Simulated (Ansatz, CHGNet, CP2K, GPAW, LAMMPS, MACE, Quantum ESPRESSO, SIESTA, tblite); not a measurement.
# CP2K runs on amorphous SiO1.9 (78 atoms), part 2 of 2

How do the settings of CP2K change the result for amorphous SiO1.9 (78 atoms)? A plane-wave run serves as the yardstick.

Program: CP2K 2026.2; the method stands at each step. Banners, paths, timers and routine set-up lines are dropped from the logs unmarked, and long logs keep their key lines alone; longer cuts are marked.

So far. Step 2 (PBE, DZVP-UZH, 600/50 Ry, diagonalisation): Forces lie 6.3 % from the reference's, at 0.50 times its CPU time. Step 3 (PBE, DZVP-MOLOPT-SR, 600/50 Ry, diagonalisation): Against the first run (6.3 %), the force difference from the reference is 8.9 %, at 0.72 times the CPU time, with 1014 basis functions against 1014; this set comes with other potentials too, so the change isn't the basis's alone.

### 4. PBE, SZV-MOLOPT-SR, 600/50 Ry, diagonalisation

Method: Kohn-Sham DFT, PBE, GTH-PBE pseudopotentials, Gaussian and plane waves, SZV-MOLOPT-SR-GTH, diagonalisation.

File input.inp:

```
&GLOBAL
  PROJECT cell
  RUN_TYPE ENERGY_FORCE
  PRINT_LEVEL LOW
&END GLOBAL
&FORCE_EVAL
  METHOD QS
  STRESS_TENSOR ANALYTICAL
  &DFT
    BASIS_SET_FILE_NAME BASIS_MOLOPT
    POTENTIAL_FILE_NAME GTH_POTENTIALS
    &MGRID
      CUTOFF 600
      REL_CUTOFF 50
      NGRIDS 5
    &END MGRID
    &QS
      EPS_DEFAULT 1.0E-12
    &END QS
    &SCF
      SCF_GUESS ATOMIC
      EPS_SCF 5.0E-06
      MAX_SCF 200
      ADDED_MOS 14
      &DIAGONALIZATION
        ALGORITHM STANDARD
      &END DIAGONALIZATION
      &SMEAR ON
        METHOD FERMI_DIRAC
        ELECTRONIC_TEMPERATURE [K] 580
      &END SMEAR
      &MIXING
        METHOD BROYDEN_MIXING
        ALPHA 0.3
        NBROYDEN 12
      &END MIXING
      &PRINT
        &RESTART OFF
        &END RESTART
      &END PRINT
    &END SCF
    &XC
      &XC_FUNCTIONAL PBE
      &END XC_FUNCTIONAL
    &END XC
    &PRINT
      &MULLIKEN ON
      &END MULLIKEN
      &HIRSHFELD ON
        SHAPE_FUNCTION DENSITY
      &END HIRSHFELD
      &MO ON
        EIGENVALUES T
        OCCUPATION_NUMBERS T
        MO_INDEX_RANGE 196 219
        &EACH
          QS_SCF 0
        &END EACH
        ADD_LAST NUMERIC
      &END MO
    &END PRINT
  &END DFT
  &SUBSYS
    &CELL
      A 10.50180 0.00000 0.00000
      B 0.00000 10.50180 0.00000
      C 0.00000 0.00000 10.50180
    &END CELL
    &COORD
      SCALED
      Si 0.13949 0.67691 0.28768
      Si 0.26616 0.73835 0.02423
      Si 0.42674 0.33358 0.86693
      Si 0.13626 0.12259 0.30697
      Si 0.79317 0.00571 0.98721
      Si 0.08622 0.99630 0.03311
      Si 0.90463 0.79543 0.58626
      Si 0.14865 0.48537 0.52652
      Si 0.84522 0.72206 0.30151
      Si 0.73878 0.55365 0.07421
      Si 0.45372 0.06050 0.79538
      Si 0.86836 0.52579 0.48153
      Si 0.75350 0.75466 0.83709
      Si 0.35770 0.30837 0.40302
      Si 0.93560 0.34376 0.23531
      Si 0.18181 0.18703 0.80857
      Si 0.78838 0.08864 0.53442
      Si 0.69545 0.97859 0.26640
      Si 0.84826 0.30018 0.94654
      Si 0.30251 0.58727 0.76182
[... 54 atom lines left out ...]
      O 0.72833 0.83430 0.30487
      O 0.55227 0.98150 0.20326
      O 0.17119 0.86410 0.98449
      O 0.48991 0.21324 0.76722
    &END COORD
    &KIND Si
      BASIS_SET SZV-MOLOPT-SR-GTH-q4
      POTENTIAL GTH-PBE-q4
    &END KIND
    &KIND O
      BASIS_SET SZV-MOLOPT-SR-GTH-q6
      POTENTIAL GTH-PBE-q6
    &END KIND
  &END SUBSYS
  &PRINT
    &FORCES ON
    &END FORCES
    &STRESS_TENSOR ON
    &END STRESS_TENSOR
  &END PRINT
&END FORCE_EVAL
```

Run with:

```
OMP_NUM_THREADS=2 cp2k.psmp -i input.inp > output.txt
```

Numbers of over 12 decimals in the logs are rounded to 6 here.

The log of the run:

```text
CP2K| version string:                                       CP2K version 2026.2
 CP2K| Input file name                                                 input.inp
 GLOBAL| Basis set file name                                        BASIS_MOLOPT
 GLOBAL| Potential file name                                      GTH_POTENTIALS
[... lines left out ...]
 Number of electrons:                                                        414
[... lines left out ...]
  Step     Update method      Time    Convergence         Total energy    Change
[... lines left out ...]
  *** SCF run converged in    26 steps ***
[... lines left out ...]
  Fermi energy:                                                 0.259225
  Total energy:                                              -920.715481
  Total energy (extrapolated to T->0):                       -920.712184
[... lines left out ...]
 MO| E(Fermi):            0.259225 a.u.          7.053876 eV
[... lines left out ...]
 ENERGY| Total FORCE_EVAL ( QS ) energy [hartree]           -920.715484
[... lines left out ...]
 FORCES|      1  3.73794419E-02 -1.90752256E-03 -1.89193196E-02   4.19380731E-02
 FORCES|      2 -7.46511905E-02 -1.75937130E-02 -5.13204412E-02   9.22828623E-02
 FORCES|      3  1.43421994E-02  6.02514048E-02  4.35927066E-02   7.57380653E-02
[...]
FORCES|     77 -1.55252627E-02  1.79001025E-02  8.96383965E-03   2.53337300E-02
 FORCES|     78  3.18983152E-02  1.91551865E-02 -7.30203466E-03   3.79175868E-02
 FORCES| Sum    -1.10221809E-02 -2.36734062E-03  1.80227248E-02
 FORCES| Total atomic force                                       2.12582074E-02
 STRESS| Analytical stress tensor [bar]
 STRESS|                        x                   y                   z
 STRESS|      x        2.33014589927E+05   1.35848621834E+04  -1.02849206975E+04
 STRESS|      y        1.35848621834E+04   2.04700070876E+05  -1.06591787268E+04
 STRESS|      z       -1.02849206975E+04  -1.06591787268E+04   2.15569216256E+05
 STRESS| 1/3 Trace                                             2.17761292353E+05
```

Wall time 2.2 min (2 threads of Arm Neoverse V1, shared host); peak memory 3.3 GiB.

Compared with the plane-wave run:

| Quantity | Value |
| --- | --- |
| r.m.s. force component | 1.649 eV/Å |
| r.m.s. difference of force components | 705.6 meV/Å |
| longest difference of force vectors | 2910 meV/Å |
| force difference over r.m.s. force | 51.56 % |
| slope of forces against the reference's | 1.093 |
| correlation of force components | 0.9071 |
| pressure | 21.78 GPa |
| pressure difference | 22.8 GPa |

This is a coarse setting, run to see what it loses.

Against the first run (6.3 %), the force difference from the reference is 52 %, at 0.60 times the CPU time (on 2 against 4 cores) (26 SCF steps against 18), with 312 basis functions against 1014; this set comes with other potentials too, so the change isn't the basis's alone.

The forces add up to 1.1 eV/Å instead of zero, usually a sign of too coarse a grid.

### 5. The ladder

Differences are against the plane-wave reference, forces as r.m.s. over components; share is that over the reference's r.m.s. force, slope the least-squares factor from reference forces to these. Total energies of different programs have different zeros and aren't compared.

```tsv
run	Δ force, r.m.s. (meV/Å)	share (%)	slope	Δ pressure (GPa)	cores	CPU time	memory (GiB)
reference	-	-	-	-	4	12 min	3.8
CP2K PBE, DZVP-UZH, 600/50 Ry, diagonalisation	86.7	6.33	0.989	0.854	4	6.2 min	4.4
CP2K PBE, DZVP-MOLOPT-SR, 600/50 Ry, diagonalisation	122	8.93	0.981	1.16	4	4.5 min	4.4
CP2K PBE, SZV-MOLOPT-SR, 600/50 Ry, diagonalisation (coarse)	706	51.6	1.093	22.8	2	3.7 min	3.3
```

Rows marked coarse were listed beforehand as settings not expected to be converged; some can still land near the reference.

CPU time is summed over cores on a shared host, where runs went side by side, so it is rough. Symmetry, cutoffs, thresholds, outputs and thread counts weren't matched or tuned between programs; memory under MPI is the largest rank's times the ranks.

Mean charges by element (e), by run and scheme:

```tsv
run	scheme	Si	O
CP2K PBE, DZVP-UZH, 600/50 Ry, diagonalisation	Mulliken	+1.00	-0.53
CP2K PBE, DZVP-UZH, 600/50 Ry, diagonalisation	Hirshfeld	+0.52	-0.28
CP2K PBE, DZVP-MOLOPT-SR, 600/50 Ry, diagonalisation	Mulliken	+0.85	-0.45
CP2K PBE, DZVP-MOLOPT-SR, 600/50 Ry, diagonalisation	Hirshfeld	+0.53	-0.28
```

### 6. Results

| Item | Value |
| --- | --- |
| nearest in forces | CP2K PBE, DZVP-UZH, 600/50 Ry, diagonalisation, 6.3 % |
| its CPU time | 6.2 min |

In words: The PBE runs in local orbitals, coarse settings apart, differ by 6.3 % (CP2K PBE, DZVP-UZH, 600/50 Ry, diagonalisation) to 8.9 % (CP2K PBE, DZVP-MOLOPT-SR, 600/50 Ry, diagonalisation); basis, grid and potentials can all enter. Runs with settings chosen to be coarse differ by 52 % (CP2K PBE, SZV-MOLOPT-SR, 600/50 Ry, diagonalisation), their programs' other errors included. Of the electronic-structure runs that take under half the reference's CPU time, CP2K PBE, DZVP-MOLOPT-SR, 600/50 Ry, diagonalisation comes nearest, at 8.9 % in 4.5 min against 12 min. In pressure, CP2K PBE, SZV-MOLOPT-SR, 600/50 Ry, diagonalisation misses by +22.8 GPa, at the same functional. Charges hang on scheme and program or settings: among these rows the mean for Si runs from +0.52 to +1.00 e. The reference's pressure holds the uncorrected Pulay stress of its 60 Ry basis, so small pressure differences, and their order, may be the reference's own error. The quench rate of 20 K/ps is many orders above laboratory rates, so the cell is likely richer in defects and strain than a real sample. The network of bonds at the start is that of the classical potential that made the cell, and needn't be the one that DFT or experiment would give. The reference's stress is far from hydrostatic: its diagonal is 2.9, -3.5, -2.5 GPa, compression counted positive. The electronic-structure runs sample only Γ, in a cell whose shortest periodic width is 11 Å, which is coarse for a cell with partly filled levels.

[Also dropped from logs without a mark: logging warnings of Python, and SIESTA's first energy breakdown and zero terms.]

[Logs are printed without paths, hosts, clocks, repeated set-up lines and the standing remarks that a program may print on its own settings, such as how far it seeks lower states.]

[Hosts, paths, dates, database ids (printed as entryN), source tags and the programs' standing remarks are cut or masked in the printed files.]
